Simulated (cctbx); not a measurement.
**Lattice, Laue class and space group of a new crystal**

Cell: a = 12.6620 Å, b = 12.6620 Å, c = 6.6940 Å, α = 90.00°, β = 90.00°, γ = 120.00°. Expected content of the cell: I15 P6 Na3 O3.

The data are simulated with cctbx, not measured: Mo Kα, λ = 0.71073 Å, to d = 0.7 Å, 95 % of the full sphere, strongest reflection 5000 counts, noise from counting, a 2 % proportional error and a noise floor of 15 counts (s.d.); no absorption.

A first pass over the reflections prints:

```text
10820 reflections to d = 0.700 A
centring   violations  <I/sigma> of those
    A       1389 of  5421      3.9
    B       1390 of  5401      3.9
    C       1417 of  5420      3.9
    I       1370 of  5403      3.9
    R       1865 of  7198      3.9
    F       2098 of  8121      3.9
Laue class    unique    Rint  (classes that these axes allow; Friedel mates merged)
P -1             5691   0.089
P 1 1 2/m        3075   0.264
P -3             1907   0.112
P -3 1 m         1029   0.314
P -3 m 1         1076   0.180
P 6/m            1032   0.272
P 6/m m m         615   0.322
space group    extra absences  I>4sigma  <I/sigma>
P 3 2 1                 0          0         -  acentric
P 3 m 1                 0          0         -  acentric
P -3 m 1                0          0         -  centric
Wilson B = 0.43 A^2   <|E^2-1|> = 1.065 (0.968 centric, 0.736 acentric)   E^2>4: 6.2 %
shell (A)         n   <I/sigma>
10.97 - 1.40    151     15.1
 1.40 - 1.11    135     13.4
 1.11 - 0.97    134     10.9
 0.97 - 0.88    133     10.3
 0.88 - 0.82    129      9.5
 0.82 - 0.77    132      9.2
 0.77 - 0.73    132      6.2
 0.73 - 0.70    130      8.9
```

**Question.** What are the lattice type, the Laue class and the likely space group?

Every centring test has many violations, so the lattice is primitive.

Rint stays low (0.089 to 0.180) up to P -3 m 1 and is 0.264 or more in the other classes. It includes Bijvoet differences, since Friedel mates are merged.

3 settings pass the absence test. No glide or screw absences show, which leaves P 3 2 1, P 3 m 1 and P -3 m 1.

⟨|E²−1|⟩ = 1.065 leans to a centrosymmetric structure. Here that hint misleads: the statistic assumes many like atoms on general positions, and few, heavy or special-position atoms break it. The Wilson B of 0.43 Å² means U ≈ 0.0054 Å².

The true group is P3 (no. 143), Laue class -3, non-centrosymmetric. It isn't in the list: pseudo-symmetry or weak reflections misled the tests.

The model was made for the exercise: a known structure type with other elements put in, its volume estimated, not relaxed; displacement parameters are assumed.

[Logs are printed without paths, hosts, clocks, repeated set-up lines and the standing remarks that a program may print on its own settings, such as how far it seeks lower states.]
